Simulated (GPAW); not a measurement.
**Collinear magnetic orders of Co3 Ru3 Co3 0001 with GPAW**

Wanted: the moments of Co3 Ru3 Co3 0001 and the energy of each order that was tried.

Calculated with GPAW 26.7.0; PBE; plane waves with GPAW's PAW setups, scalar-relativistic.

## (1) Set-up

The cell holds 9 atoms: 6 Co and 3 Ru. Its edges and angles: a = 2.706 Å, b = 2.706 Å, c = 27.186 Å, α = 90.0°, β = 90.0°, γ = 120.0°. ideal sites on the substrate's mesh, layer spacings from atomic volumes, unrelaxed, 12 A of vacuum. Vacuum lies along c.

## (2) Order 1, typed as ferro ++++++

The parallel start comes first: it fits the smallest cell, keeps the most symmetry and shows whether parallel moments form.

Contents of order1.py:

```python
import json
import numpy as np
from ase import Atoms
from ase.parallel import paropen, parprint
from gpaw import GPAW

atoms = Atoms(['Co', 'Co', 'Co', 'Ru', 'Ru', 'Ru', 'Co', 'Co', 'Co'],
    cell=[[2.706, 0.0, 0.0],
         [-1.353, 2.343465, 0.0],
         [0.0, 0.0, 27.1859]],
    scaled_positions=[[0.0, 0.0, 0.220703],
         [0.333333, 0.666667, 0.285089],
         [0.0, 0.0, 0.349475],
         [0.333333, 0.666667, 0.421112],
         [0.0, 0.0, 0.5],
         [0.333333, 0.666667, 0.578888],
         [0.0, 0.0, 0.650525],
         [0.333333, 0.666667, 0.714911],
         [0.0, 0.0, 0.779297]],
    pbc=True,
    magmoms=[1.8, 1.8, 1.8, 0.0, 0.0, 0.0, 1.8, 1.8, 1.8])
atoms.calc = GPAW(mode={'name': 'pw', 'ecut': 450},
    xc='PBE',
    kpts={'size': (20, 20, 1), 'gamma': True},
    occupations={'name': 'fermi-dirac', 'width': 0.05},
    convergence={'density': 1e-05, 'energy': 1e-05},
    maxiter=250,
    mixer={'name': 'pulay', 'beta': 0.03, 'nmaxold': 8, 'weight': 100},
    symmetry={'tolerance': 1e-4},
    txt='order1.txt')
e = atoms.get_potential_energy(force_consistent=True)
res = {'free_energy': e, 'energy_sigma0': atoms.get_potential_energy(), 'fermi_energy': atoms.calc.get_fermi_level()}
res['moments'] = atoms.get_magnetic_moments().tolist()
res['total'] = atoms.get_magnetic_moment()
parprint('site moments (muB):', np.round(res['moments'], 3))
parprint(f"total moment: {res['total']:.3f} muB")
parprint(f'free energy: {e:.6f} eV')
atoms.calc.write('order1.gpw')
with paropen('results.json', 'w') as f:
    json.dump(res, f)
```

Run with:

```
> OMP_NUM_THREADS=1 mpirun -n 8 gpaw python order1.py > order1.log
```

Numbers of over 12 decimals in the logs are rounded to 6 here.

The log of the run:

```text
site moments (muB): [ 1.83   1.733  1.391  0.036 -0.061  0.036  1.391  1.733  1.83 ]
total moment: 9.677 muB
free energy: -73.776018 eV

--- order1.txt ---
Input parameters:
  mode=PW(ecut=450),
  convergence={'density': 1e-05, 'energy': 1e-05},
  kpts=MonkhorstPack(size=(20, 20, 1), gamma=True),
  maxiter=250,
  mixer=Pulay(name='pulay', nmaxold=8, beta=0.03, weight=100, sigma=0.015, g_ss=None),
  occupations=Occupations(name='fermi-dirac', width=0.05),
  symmetry=Symmetry(tolerance=0.0001),
  xc=XC(name='PBE')

Diagonalizing LCAO Hamiltonian
Converting LCAO to pw mode

       Co

        Co

       Co
        Ru

       Ru

        Ru

       Co
        Co

       Co

Atoms  # Å, Bohr magnetons
|   | symbol |         x |        y |         z |    initial magnetic moments |
|---|--------|-----------|----------|-----------|-----------------------------|
| 0 |     Co |  0.000000 | 0.000000 |  6.000010 | ( 0.0000,  0.0000,  1.8000) |
| 1 |     Co | -0.000001 | 1.562311 |  7.750401 | ( 0.0000,  0.0000,  1.8000) |
| 2 |     Co |  0.000000 | 0.000000 |  9.500792 | ( 0.0000,  0.0000,  1.8000) |
| 3 |     Ru | -0.000001 | 1.562311 | 11.448309 | ( 0.0000,  0.0000,  0.0000) |
| 4 |     Ru |  0.000000 | 0.000000 | 13.592950 | ( 0.0000,  0.0000,  0.0000) |
| 5 |     Ru | -0.000001 | 1.562311 | 15.737591 | ( 0.0000,  0.0000,  0.0000) |
| 6 |     Co |  0.000000 | 0.000000 | 17.685108 | ( 0.0000,  0.0000,  1.8000) |
| 7 |     Co | -0.000001 | 1.562311 | 19.435499 | ( 0.0000,  0.0000,  1.8000) |
| 8 |     Co |  0.000000 | 0.000000 | 21.185890 | ( 0.0000,  0.0000,  1.8000) |

Unit cell  # Å
| periodic |         x |        y |         z |   lengths |     angles |
|----------|-----------|----------|-----------|-----------|------------|
|      yes |  2.706000 | 0.000000 |  0.000000 |  2.706000 |  90.000000 |
|      yes | -1.353000 | 2.343465 |  0.000000 |  2.706000 |  90.000000 |
|      yes |  0.000000 | 0.000000 | 27.185900 | 27.185900 | 119.999997 |

Number of symmetries: 12

BZ-sampling:
  Number of BZ points: 400
  Number of IBZ points: 44

  Monkhorst-Pack size: [20, 20, 1]
  Monkhorst-Pack shift: [0.025, 0.025, 0.0]

K-points  # in reciprocal-cell coordinates
|     |                                coordinates |     weight |
|-----|--------------------------------------------|------------|
|   0 | ( -0.00000000,  -0.00000000,   0.00000000) | 0.00250000 |
|   1 | (  0.05000000,  -0.00000000,   0.00000000) | 0.01500000 |
|   2 | (  0.10000000,  -0.05000000,   0.00000000) | 0.01500000 |
|   3 | (  0.10000000,  -0.00000000,   0.00000000) | 0.01500000 |
|   4 | (  0.15000000,  -0.05000000,   0.00000000) | 0.03000000 |
|   5 | (  0.15000000,  -0.00000000,   0.00000000) | 0.01500000 |
|   6 | (  0.20000000,  -0.10000000,   0.00000000) | 0.01500000 |
|   7 | (  0.20000000,  -0.05000000,   0.00000000) | 0.03000000 |
|   8 | (  0.20000000,  -0.00000000,   0.00000000) | 0.01500000 |
|   9 | (  0.25000000,  -0.10000000,   0.00000000) | 0.03000000 |
| ... |                                            |            |
|  43 | (  0.50000000,   0.50000000,   0.00000000) | 0.00750000 |

Plane wave coefficients: 3771
Cutoff: 450.000000 eV

Spin-components: 2 (collinear spins)
Bands:           72
Projectors:      54
Spin-degeneracy: 1
Datatype:        complex128

Parallelization:
  kpt:    8
  domain: 1
  band:   1

Density:
  Valence electrons: 102.0
  Components: 2
  Grid points: [ 14  14 135]
  Charge: 0.0  # |e|

Potential:
  Grid points: [ 14  14 135]

species:
  Co:
    name:    Cobalt
    Z:       27.0
    valence: 9
    core:    18
    charge:  0.0  # [|e|]
    compensation charges:
      type: gauss
      rc: 0.32  # [Å]
      lmax: 2
    cutoffs:
      filter: 1.87  # [Å]
      core: 2.55  # [Å]
    projectors
    | kind |    occ | energy [eV] | rcut [Å] |
    |------|--------|-------------|----------|
    |   4s |  2.000 |      -5.469 |    1.005 |
    |   4p |  0.000 |      -1.277 |    1.058 |
    |   3d |  7.000 |      -8.205 |    1.005 |
    |    s |        |      21.742 |    1.005 |
    |    p |        |      25.934 |    1.058 |
    |    d |        |      19.007 |    1.005 |

    Using partial waves for Co as LCAO basis

  Ru:
    name:    Ruthenium
    Z:       44.0
    valence: 16
    core:    28
    charge:  0.0  # [|e|]
    compensation charges:
      type: gauss
      rc: 0.39  # [Å]
      lmax: 2
    cutoffs:
      filter: 2.16  # [Å]
      core: 1.30  # [Å]
    projectors
    | kind |    occ | energy [eV] | rcut [Å] |
    |------|--------|-------------|----------|
    |   4s |  2.000 |     -76.316 |    1.281 |
    |   5s |  1.000 |      -4.236 |    1.281 |
    |   4p |  6.000 |     -46.423 |    1.286 |
    |   5p |  0.000 |      -0.913 |    1.286 |
    |   4d |  7.000 |      -5.203 |    1.254 |
    |    d |        |      22.008 |    1.254 |

    Using partial waves for Ru as LCAO basis

Reference energy: -597151.634383  # eV

eigensolver:
  PPCG
  Converge bands: occupied
  niter=2

density mixing:
  Pulay-Mixer
  Linear mixing parameters: 0.03
  Old densities: 8
  Fourier metric: weight=100, sigma=0.015

occupation numbers:
  Fermi-Dirac:
    width: 0.0500  # eV

poisson solver:
  ecut: 3600.000000  # eV

xc functional:
  name: PBE with 2 nearest neighbor stencil

convergence criteria:
- Maximum integral of absolute [dens]ity change: 1e-05 electrons / valence electron
- Maximum [total energy] change in last 3 cyles: 1e-05 eV / valence electron
- Maximum integral of absolute [eigenst]ate change: 4e-08 eV^2 / valence electron
maximum number of iterations: 250

SCF iterations
|iter     |      energy | eigst |  dens |  magmom |
|---------|-------------|-------|-------|---------|
|iter:   1|       0s |  -87.247815 | +0.32 |       | +10.8164|
|iter:   2|      11s | -157.935151 | +0.06 | -0.63 | +10.6145|
|iter:   3|      23s |  -77.721594 | -0.67 | -0.42 | +10.5566|
|iter:   4|      34s |  -76.128540 | -1.85 | -0.92 | +10.5350|
|iter:   5|      44s |  -75.356975 | -2.08 | -1.06 | +10.4506|
|iter:   6|      55s |  -74.481809 | -1.95 | -1.13 | +10.2899|
|iter:   7|      66s |  -73.751988 | -1.50 | -1.21 | +10.0300|
|iter:   8|      77s |  -73.661297 | -2.34 | -1.39 | +10.0002|
|iter:   9|      88s |  -73.697868 | -2.52 | -1.49 |  +9.8899|
|iter:  10|      98s |  -73.619938 | -2.51 | -1.52 |  +9.8491|
[... 25 iterations left out ...]
|iter:  36|     361s |  -73.732071c| -7.89c| -4.10 |  +9.6730|
|iter:  37|     366s |  -73.732072c| -7.71c| -4.16 |  +9.6739|
|iter:  38|     372s |  -73.732074c| -7.75c| -4.28 |  +9.6751|
|iter:  39|     377s |  -73.732074c| -7.77c| -4.40 |  +9.6754|
|iter:  40|     382s |  -73.732075c| -7.94c| -4.48 |  +9.6761|
|iter:  41|     387s |  -73.732075c| -8.26c| -4.60 |  +9.6766|
|iter:  42|     392s |  -73.732075c| -8.48c| -4.71 |  +9.6768|
|iter:  43|     397s |  -73.732076c| -8.40c| -4.82 |  +9.6770|
|iter:  44|     402s |  -73.732076c| -8.36c| -4.91 |  +9.6771|
|iter:  45|     408s |  -73.732076c| -8.64c| -5.03c|  +9.6770|

Converged in 45 steps
Energy contributions relative to reference atoms: (reference = -597151.634383)

Energy contributions:
  Kinetic:          46.267421
  Coulomb:         -47.921240
  Zero:              0.930962
  External:          0.000000
  Xc:              -72.965275
  Entropy:          -0.087885
  Spinorbit:         0.000000
  ----------------------------
  Free energy:     -73.776018
  Extrapolated:    -73.732076

dipole moment: (-29.719644, -27.456001, -0.000084)  # |e|*Ang

Total magnetic moment: (0.000000, 0.000000, 9.676987)

Local magnetic moments
|        x |        y |         z |
|----------|----------|-----------|
| 0.000000 | 0.000000 |  1.830272 |  # Co   0
| 0.000000 | 0.000000 |  1.732537 |  # Co   1
| 0.000000 | 0.000000 |  1.391315 |  # Co   2
| 0.000000 | 0.000000 |  0.035617 |  # Ru   3
| 0.000000 | 0.000000 | -0.060553 |  # Ru   4
| 0.000000 | 0.000000 |  0.035617 |  # Ru   5
| 0.000000 | 0.000000 |  1.391315 |  # Co   6
| 0.000000 | 0.000000 |  1.732537 |  # Co   7
| 0.000000 | 0.000000 |  1.830272 |  # Co   8

Fermi level: 5.538
Eigenvalues  # (at kpt = [-0.000, -0.000, 0.000])
| band index |      eig [eV] | occ [0-1] |      eig [eV] | occ [0-1] |
|------------|---------------|-----------|---------------|-----------|
|          0 |       -67.518 |     1.000 |       -67.542 |     1.000 |
|        ... |               |           |               |           |
|         48 |         3.689 |     1.000 |         5.469 |     0.800 |
|         49 |         4.309 |     1.000 |         5.531 |     0.532 |
|         50 |         4.309 |     1.000 |         5.540 |     0.490 |
|         51 |         4.451 |     1.000 |         5.540 |     0.490 |
|         52 |         4.467 |     1.000 |         5.790 |     0.006 |
|         53 |         4.467 |     1.000 |         5.990 |     0.000 |
|         54 |         4.775 |     1.000 |         5.990 |     0.000 |
|         55 |         4.775 |     1.000 |         6.217 |     0.000 |
|         56 |         4.857 |     1.000 |         6.217 |     0.000 |
|         57 |         4.857 |     1.000 |         6.528 |     0.000 |
|         58 |         5.275 |     0.995 |         6.528 |     0.000 |
|         59 |         5.275 |     0.995 |         6.534 |     0.000 |
|         60 |         5.396 |     0.945 |         6.534 |     0.000 |
|         61 |         6.139 |     0.000 |         6.554 |     0.000 |
|         62 |         6.139 |     0.000 |         6.554 |     0.000 |
|        ... |               |           |               |           |
|         71 |        15.977 |     0.000 |        16.343 |     0.000 |

No gap
No difference between direct/indirect transitions
```

The job ended after 7.3 min (8 MPI ranks of Intel Xeon at 2.50GHz (Skylake/Cascade Lake), shared host; peak memory 2.3 GiB).

Spin moment in the augmentation sphere by atom:

```tsv
atom	spin moment in the augmentation sphere (μB)
Co1	1.83
Co2	1.73
Co3	1.39
Ru4	0.04
Ru5	-0.06
Ru6	0.04
Co7	1.39
Co8	1.73
Co9	1.83
```

Read from the output:

* magnetization: 9.677 μB
* final state: ferromagnetic

After 45 cycles the largest moment stands at 1.83 μB.

(Part 1 of 2 ends here.)

[Logs and program files are shortened in this print: banners, set-up blocks, solver, clock and traceback lines can be left out without a mark of their own.]

[Logs are printed without paths, hosts, clocks, repeated set-up lines and the standing remarks that a program may print on its own settings, such as how far it seeks lower states.]

[Hosts, paths, dates, database ids (printed as entryN), source tags and the programs' standing remarks are cut or masked in the printed files.]

[Where a cell is said to come from a database of computed structures, the database is the Materials Project.]
